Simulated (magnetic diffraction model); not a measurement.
# Moment size from magnetic intensity in Rb3HoS3

Space group C2/m (no. 12), a = 8.2420 Å, b = 13.2120 Å, c = 7.6300 Å, β = 98.85°.

```
site  atom       x       y       z
  4i    Ho  0.1794       0  0.1420
  4i    Rb  0.3581       0  0.6424
  4g    Rb     1/2  0.7630       0
  4h    Rb     1/2  0.2946     1/2
  4i     S  0.0974       0  0.8426
  8j     S  0.3068  0.8582  0.2671
```

The compound is invented for this exercise: a known structure type with other elements, its cell scaled to their sizes and not relaxed.

Only Ho is taken to order (form factors of Ho3+); orders and moment sizes are assumed, and not adapted to the symmetry. Radiation: neutrons of λ = 1.594 Å, 8° to 30°; isotropic B of 0.59 Å² (Ho), 0.68 Å² (Rb) and 0.97 Å² (S). The intensities are simulated: I ∝ L Σ (|F_N|² + |F_M⊥|²) for unpolarised neutrons, with F_M = 2.695 fm/μB × Σ f(s) S exp(2πi Q·r) exp(−B s²) at Q = H ± k (one set where k and −k are equivalent), only the part normal to Q counting and L = 1/(sin²θ cos θ). For collinear order S is the moment m, which repeats by lattice and centring translations R with the sign exp(−2πi k·R). Form factors are spin-only for 3d ions and dipole or tabulated for f ions, scattering lengths are Sears's of 1992, and absorption is left out. A label names one of the reflections at its angle. The strongest nuclear line in the range is 100, and lines under 0.2 are left out.

In a first state the assumed order is k = (0 1 0), collinear moments along [111], 7.8 μB on Ho; signs + at (0.1794, 0, 0.1420), − at (0.8206, 0, 0.8580), with this pattern:

| 2θ (°) | index | nuclear | magnetic |
| --- | --- | --- | --- |
| 11.23 | (1 0 0) | 0.0 | 235.4 |
| 12.14 | (0 0 1) | 1.8 | 0.0 |
| 13.20 | (1 1 0) | 2.7 | 0.0 |
| 13.86 | (0 2 0) | 8.2 | 0.0 |
| 13.98 | (0 1 1) | 0.0 | 202.3 |
| 15.23 | (1 0 -1) | 0.0 | 10.9 |
| 16.75 | (1 1 -1) | 40.3 | 0.0 |
| 17.80 | (1 0 1) | 0.0 | 73.0 |
| 17.87 | (1 2 0) | 0.0 | 124.3 |
| 18.46 | (0 2 1) | 1.1 | 0.0 |
| 20.65 | (1 2 -1) | 0.0 | 8.2 |
| 22.57 | (2 0 0) | 4.1 | 0.0 |
| 22.63 | (1 2 1) | 0.0 | 73.9 |
| 23.64 | (2 1 0) | 0.0 | 68.4 |
| 23.97 | (2 0 -1) | 1.9 | 0.0 |
| 24.20 | (0 3 1) | 0.0 | 43.5 |
(The table stops after 16 lines; 15 more lie at higher angle.)

**Question.** Nearer the ordering temperature the line at 11.23° has total intensity 115.4 on the same scale, and all moments have shrunk alike. How large is the Ho moment?

The nuclear part, 0.0, stays, so the magnetic part is 115.4 against 235.4. It goes as m², so m = 7.8 × √(115.4/235.4) = 5.46 μB; the value used was 5.46 μB.

[Logs are printed without paths, hosts, clocks, repeated set-up lines and the standing remarks that a program may print on its own settings, such as how far it seeks lower states.]
